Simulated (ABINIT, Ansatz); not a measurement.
## A GW chain in ABINIT: Ba2H6Os (Fm-3m)

Aim: the G0W0 gap of Ba2H6Os (Fm-3m) on LDA, step by step.

Method: LDA and many-body steps on it, plane waves, in ABINIT 10.8.3.

Most raw output is cut from this account.

### Step 1. Set-up

Symmetry: Fm-3m, No. 225, cubic system. The conventional cell has a = 8.092 Å, b = 8.092 Å, c = 8.092 Å, α = 90.00°, β = 90.00°, γ = 90.00°. Ba has 12 H at 2.88 Å nearest. H has 1 Os at 1.73 Å and 4 H at 2.45 Å and 4 Ba at 2.88 Å nearest. Nearest to Os lie 6 H at 1.73 Å. Farther neighbours are not listed.

The cell and positions are those that the Materials Project relaxed with its own functionals (PBE, PBE+U or r2SCAN), kept fixed. Spin-orbit coupling is left out unless a step names it.

### Step 2. Ground state

This step: ABINIT 10.8.3; DFT, LDA, plane waves, norm-conserving pseudopotentials.

The ground-state density comes first.

File run.abi:

```
acell 3*1.0 Angstrom
rprim 
  -0.000000000000 4.046207840000 4.046207840000
  4.046207840000 0.000000000000 4.046207840000
  4.046207840000 4.046207840000 0.000000000000
ntypat 3
znucl 56 1 76
natom 9
typat 1 1 2 2 2 2 2 2 3
xred 
  0.750000000000 0.750000000000 0.750000000000
  0.250000000000 0.250000000000 0.250000000000
  0.785917090000 0.785917090000 0.214082910000
  0.214082910000 0.785917090000 0.214082910000
  0.785917090000 0.214082910000 0.214082910000
  0.214082910000 0.214082910000 0.785917090000
  0.785917090000 0.214082910000 0.785917090000
  0.214082910000 0.785917090000 0.785917090000
  0.000000000000 0.000000000000 0.000000000000
pp_dirpath "pseudos"
pseudos "Ba.upf, H.upf, Os.upf"
ecut 33
ngkpt 4 4 4
nshiftk 1
shiftk 0 0 0
kptopt 1
chksymbreak 0
nband 29
occopt 1
tolvrs 1e-10
nstep 60
prtwf 0
optforces 0
optstress 0
indata_prefix "in"
outdata_prefix "out"
tmpdata_prefix "tmp"
```

The run is started by

```sh
> OMP_NUM_THREADS=1 mpirun -n 4 abinit run.abi > log
```

Run time: 21 s. Hardware: 4 MPI ranks of Intel Xeon 6975P-C (Granite Rapids), shared host; peak memory 0.51 GiB; 82 s of CPU time.

Numbers from this step:

```yaml
total_energy: -4387.6830 eV
gap: 1.777 eV
k_of_the_valence_top: 0, 0, 0
k_of_the_conduction_bottom: 0.5, 0.5, 0
least_direct_gap: 2.056 eV
```

The gap is indirect, with the least direct gap 0.28 eV higher.

### Step 3. Empty states on the mesh, 2×2×2 mesh, 258 bands

The sums over transitions need many empty states on a uniform mesh; this step solves for them.

run.abi, as its differences from that of step 2:

```diff
@@ -22,3 +22,3 @@
 ecut 33
-ngkpt 4 4 4
+ngkpt 2 2 2
 nshiftk 1
@@ -27,9 +27,10 @@
 chksymbreak 0
-nband 29
-occopt 1
-tolvrs 1e-10
+iscf -2
+irdden 1
+istwfk *1
+nband 258
+nbdbuf 22
+tolwfr 1e-09
 nstep 60
-prtwf 0
-optforces 0
-optstress 0
+prtvol 0
 indata_prefix "in"
```

The run is started by

```sh
> OMP_NUM_THREADS=1 mpirun -n 3 abinit run.abi > log
```

The job ended after 96 s (3 MPI ranks; peak memory 0.47 GiB).

This step gave:

```
gap                                                           : 1.777 eV
k of the valence top                                          : 0, 0, 0
k of the conduction bottom                                    : 0.5, 0.5, 0
least direct gap                                              : 2.058 eV
k points computed                                             : 3
lowest point of the top converged band, above the valence top : 71.5749 eV
```

On this mesh the gap is 1.777 eV.

### Step 4. Screening, 2×2×2 mesh, 236 bands, screening to 176.9 eV

The RPA dielectric matrix is built and inverted for each q.

This step: RPA screening on LDA, plane waves, norm-conserving pseudopotentials.

run.abi, as its differences from that of step 3:

```diff
@@ -27,10 +27,11 @@
 chksymbreak 0
-iscf -2
-irdden 1
 istwfk *1
-nband 258
-nbdbuf 22
-tolwfr 1e-09
-nstep 60
-prtvol 0
+occopt 1
+irdwfk 1
+optdriver 3
+nband 236
+ecuteps 6.5
+inclvkb 2
+awtr 1
+symchi 1
 indata_prefix "in"
```

The run is started by

```sh
> OMP_NUM_THREADS=1 mpirun -n 4 abinit run.abi > log
```

It took 46 s on 4 MPI ranks; peak memory 2.3 GiB; 3.1 min of CPU time.

This step gave:

| Property | Result |
| --- | --- |
| ε∞ with local fields, on this mesh, along the program's q direction | 4.529 |
| the same without local fields | 5.606 |
| plasma frequency | 20.91 eV |
| plane waves in the screening matrix | 725 |

Local fields lower ε∞ by 19 %. On a Γ-centred mesh this coarse the value itself is usually too large, while a short band sum pulls it down.

### Step 5. Self-energy, 2×2×2 mesh, 236 bands, screening to 176.9 eV

The self-energy is evaluated for the states that the input lists, and the levels follow from it, in one-shot runs by the linearised quasiparticle equation.

This step: G0W0 on LDA, plane waves, norm-conserving pseudopotentials.

run.abi, as its differences from that of step 4:

```diff
@@ -30,8 +30,17 @@
 irdwfk 1
-optdriver 3
+optdriver 4
 nband 236
+gwcalctyp 0
+ecutsigx 33
+symsigma 1
+nkptgw 2
+kptgw 
+  0.0000000000 0.0000000000 0.0000000000
+  0.5000000000 0.5000000000 0.0000000000
+bdgw 
+  19 23
+  20 23
 ecuteps 6.5
-inclvkb 2
-awtr 1
-symchi 1
+irdscr 1
+ppmodel 1
 indata_prefix "in"
```

The job ended after 44 s (4 MPI ranks; peak memory 2.2 GiB; 2.9 min of CPU time).

This step gave:

| Item | Value |
| --- | --- |
| G0W0 gap on the points computed | 2.707 eV |
| starting gap on the mesh | 1.777 eV |
| k of the valence top | 0, 0, 0 |
| k of the conduction bottom | 0.5, 0.5, 0 |
| Z at the valence top | 0.779 |
| Z at the conduction bottom | 0.825 |
| least direct G0W0 gap on the computed points | 3.023 eV |

The gap on the mesh goes from 1.78 eV to 2.71 eV, a correction of +0.93 eV.

Limits: finite bands, cutoff and mesh; no spin polarisation; d states lean on the start; no spin-orbit coupling; coarse k mesh. v1 is the top filled band, c1 the lowest empty one. Levels before and after the correction, in eV, zero at the valence-band top of each column:

|  | conduction bottom | valence top |
| --- | --- | --- |
| Kohn-Sham | 1.78 | 0.00 |
| G0W0 | 2.71 | 0.00 |

|  | level | energy (eV) |
| --- | --- | --- |
| Kohn-Sham | Γ v3-v1 | 0.000 |
| Kohn-Sham | Γ c1-c2 | 2.784 |
| Kohn-Sham | (0.5 0.5 0) v2-v1 | -0.281 |
| Kohn-Sham | (0.5 0.5 0) c1 | 1.777 |
| Kohn-Sham | (0.5 0.5 0) c2 | 2.192 |
| G0W0 | Γ v3-v1 | 0.000 |
| G0W0 | Γ c1-c2 | 3.882 |
| G0W0 | (0.5 0.5 0) v2-v1 | -0.316 |
| G0W0 | (0.5 0.5 0) c1 | 2.707 |
| G0W0 | (0.5 0.5 0) c2 | 3.012 |

### Step 6. Where the time went

Times are wall times on the hardware named with each run, good to a factor of about two.

| step | time | share | memory (GiB) |
| --- | --- | --- | --- |
| ground state | 21 s | 10 % | 0.51 |
| empty states on the mesh | 96 s | 46 % | 0.47 |
| screening | 46 s | 22 % | 2.3 |
| self-energy | 44 s | 21 % | 2.2 |

### Step 7. What came out

```
LDA gap              : 1.78 eV, indirect
G0W0 gap on the mesh : 2.71 eV
GW settings          : 2×2×2 mesh, 236 bands, screening to 176.9 eV, Godby-Needs plasmon pole
known limits         : not at the basis limit; no spin polarisation; d states lean on the start; no spin-orbit coupling; coarse k mesh
```

G0W0 moves the gap on the mesh from 1.78 eV to 2.71 eV (+0.93 eV), with Z of 0.78 and 0.82 at the edges. Local fields lower the RPA ε∞ on this mesh from 5.61 to 4.53; a Γ-centred mesh this coarse tends to raise both, most where the direct gap is narrow, while a short band sum lowers them. Only 2 of the mesh's irreducible points were corrected, so a valley elsewhere could overtake. The dearest step here is «empty states on the mesh». Bands and cutoff are finite, so the gap is not at the basis limit. The miss can reach some tenths of an eV and take either sign; the mesh is an error of its own. In the G0W0 run levels were corrected at 2 k points alone, so a gap called «on the mesh» is the least over those, and an edge elsewhere would be missed. The 2×2×2 mesh is coarse for this cell, which bears on the long-range parts of exchange and screening. The runs have no spin polarisation. For a closed low-spin shell that is the natural state; where a d or f shell is open it is a constraint, and the gap is then not the crystal's own. With d states at the gap, one-shot GW leans hard on its start. The many-body steps are scalar-relativistic: spin-orbit coupling is not in them.

[Paths, hosts, dates, memory and timing lines, banners, echoed tables and standing remarks are left out of the program output.]

[Logs are printed without paths, hosts, clocks, repeated set-up lines and the standing remarks that a program may print on its own settings, such as how far it seeks lower states.]

[Runs of the session that timed out or met a known fault of the program may be left out.]

[Hosts, paths, dates, database ids (printed as entryN), source tags and the programs' standing remarks are cut or masked in the printed files.]

[G0W0 gaps are taken among the corrected bands and points alone; a level outside them can change the order at an edge.]

[Where Ansatz stands beside ABINIT at settings called matched, ABINIT's density can come from a denser mesh and the files from another edition; pairs whose starting gaps differed by over 0.03 eV were left out, so agreement reads better than it is.]
